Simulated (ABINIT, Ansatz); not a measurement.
```
Sr2AlSbO6 (Fm-3m): one start, several treatments of the self-energy
1.0
     0.00000    3.92864    3.92864
     3.92864    0.00000    3.92864
     3.92864    3.92864    0.00000
Sr Al Sb O
2 1 1 6
Direct
  0.25000 0.25000 0.25000
  0.75000 0.75000 0.75000
  0.00000 0.00000 0.00000
  0.50000 0.50000 0.50000
  0.75392 0.24608 0.24608
  0.24608 0.75392 0.75392
  0.24608 0.75392 0.24608
  0.75392 0.24608 0.75392
  0.24608 0.24608 0.75392
  0.75392 0.75392 0.24608
# method: RPA screening on LDA, plane waves, norm-conserving pseudopotentials (and 3 further levels or steps)
# program: ABINIT 10.8.3
# settings: cutoff 42 Ha, PseudoDojo scalar-relativistic 0.4.1 stringent, norm-conserving, ngkpt (2, 2, 2), nband 121, ecuteps 4.2 Ha, inclvkb 2, shiftk (0, 0, 0), symchi 1, awtr 1, frequency ppm, 2×2×2 k-mesh
# cost: 6 runs, 6.3 min in all on 4 MPI ranks of Arm Neoverse N1, shared host
# notes: The program’s warnings: nproc spkpt=  >= nkpt= * nsppol=. The cell and positions are those that the Materials Project relaxed with its own functionals (PBE, PBE+U or r2SCAN), kept fixed. Limits: no spin-orbit coupling. The 2×2×2 mesh is coarse for this cell, which bears on the long-range parts of exchange and screening.
# G0W0, Godby-Needs plasmon pole: 3.867 eV
# G0W0, von der Linden-Horsch plasmon pole: 3.888 eV
# G0W0, Hybertsen-Louie plasmon pole: 4.036 eV
# one-shot Hartree-Fock: 11.804 eV
# known limits: short of the basis limit; no spin-orbit coupling; coarse k mesh
```

[Long decimals in the printed logs are rounded to 6 places.]

[Logs are printed without paths, hosts, clocks, repeated set-up lines and the standing remarks that a program may print on its own settings, such as how far it seeks lower states.]

[Paths, hosts, dates, memory and timing lines, banners, echoed tables and standing remarks are left out of the program output; an Ansatz launch command may be rebuilt from the run's recorded settings. Measured values are a selection of at most five: reports struck by readers or far from the other reports are left out. None is set beside runs whose start may be inverted or whose files or cutoffs have a known fault.]

[Runs of the session that timed out or met a known fault of the program may be left out.]

[Hosts, paths, dates, database ids (printed as entryN), source tags and the programs' standing remarks are cut or masked in the printed files.]

[G0W0 gaps are taken among the corrected bands and points alone; a level outside them can change the order at an edge.]

[Where Ansatz stands beside ABINIT at settings called matched, ABINIT's density can come from a denser mesh and the files from another edition; pairs whose starting gaps differed by over 0.03 eV were left out, so agreement reads better than it is.]
